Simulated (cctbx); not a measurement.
# Occupancies in DyZnAg

Cell a = 4.4910 Å, b = 4.4910 Å, c = 6.9430 Å, α = 90.00°, β = 90.00°, γ = 120.00°; space group P6_3/mmc (no. 194); nominal formula DyZnAg.

Simulated single-crystal data (cctbx): Mo Kα, λ = 0.71073 Å, to d = 0.77 Å, 50 % of the full sphere, strongest reflection 70000 counts, noise from counting, a 4 % proportional error and a noise floor of 4 counts (s.d.); no absorption, and some extinction, which the refinements don't model.

With every site full:

```text
Rint 0.030, 69 unique reflections to 0.77 A
cycle     R1     wR2    GooF  max shift (A)
   1  0.7230  0.9407  40.959   0.00000
   3  0.3981  0.6525  28.409   0.00000
final R1 0.3988 wR2 0.6524 GooF 28.408  parameters 6  data/parameter 11.5
atom        x        y        z      Ueq    occ   su(xyz)  su(Uiso or U11)
Dy1    0.00000  0.00000  0.00000  -0.0204  1.000  0.00000  0.0084  NPD
Ag1    0.33333  0.66667  0.75000  -0.0390  1.000  0.00000  0.0072  NPD
Zn1    0.33333  0.66667  0.25000  -0.0387  1.000  0.00000  0.0089  NPD
difference map: max 238.10 min -18.13 rms 21.40
Q1    0.3333  0.6667  0.7500    2  238.10  0.00 A from Ag1
Q2    0.0000  0.0000  0.0000    2  193.82  0.00 A from Dy1
Q3    0.3333  0.6667  0.2500    2  159.86  0.00 A from Zn1
Q4    0.0000  0.5000  0.0000    6    6.95  2.17 A from Ag1
Q5    0.1593  0.5796  0.5755   12    5.54  1.39 A from Ag1
Q6    0.1693  0.5847  0.0757   12    3.78  1.37 A from Zn1
```

With the occupancies of the suspect sites free, each still typed as its main element:

```text
Rint 0.030, 69 unique reflections to 0.77 A
cycle     R1     wR2    GooF  max shift (A)
   1  0.7022  0.9287  40.764   0.00000
   4  0.0081  0.0231   1.014   0.00000
final R1 0.0081 wR2 0.0231 GooF 1.014  parameters 7  data/parameter 9.9
atom        x        y        z      Ueq    occ   su(xyz)  su(Uiso or U11)
Dy1    0.00000  0.00000  0.00000   0.0083  0.600  0.00000  0.0002
Ag1    0.33333  0.66667  0.75000   0.0100  1.000  0.00000  0.0002
Zn1    0.33333  0.66667  0.25000   0.0091  1.000  0.00000  0.0002
su of occupancy Dy1: 0.001
difference map: max 0.34 min -0.43 rms 0.10
Q1    0.1233  0.5617  0.1520   12    0.37  1.06 A from Zn1
Q2    0.1117  0.2235  0.6272   12    0.27  1.24 A from Dy1
Q3    0.0000  0.2912  0.0000   12    0.22  1.31 A from Dy1
Q4    0.2181  0.4362  0.5988   12    0.21  1.38 A from Ag1
Q5    0.1220  0.5610  0.6494   12    0.20  1.08 A from Ag1
Q6    0.1058  0.2117  0.0978   12    0.15  1.07 A from Dy1
```

**Question.** What is the disorder?

X-rays count electrons. Dy1 refines to 0.600(0.001), or 39.6 electrons; the site truly holds 0.6 Dy, 39.6 electrons, which is 0.600 of Dy. A value under 1 can't tell vacancies from a lighter guest, and one over 1 needs a heavier guest; chemistry or a second radiation must settle which. Occupancy correlates with U and the scale, so the match is approximate.

Freeing them takes R1 from 0.3988 to 0.0081 and GooF from 28.41 to 1.01.

The model is made up (kin elements in a known structure type, no relaxation), so it says nothing on whether the phase exists.

[Middle refinement cycles are left out of these outputs.]

[Logs are printed without paths, hosts, clocks, repeated set-up lines and the standing remarks that a program may print on its own settings, such as how far it seeks lower states.]
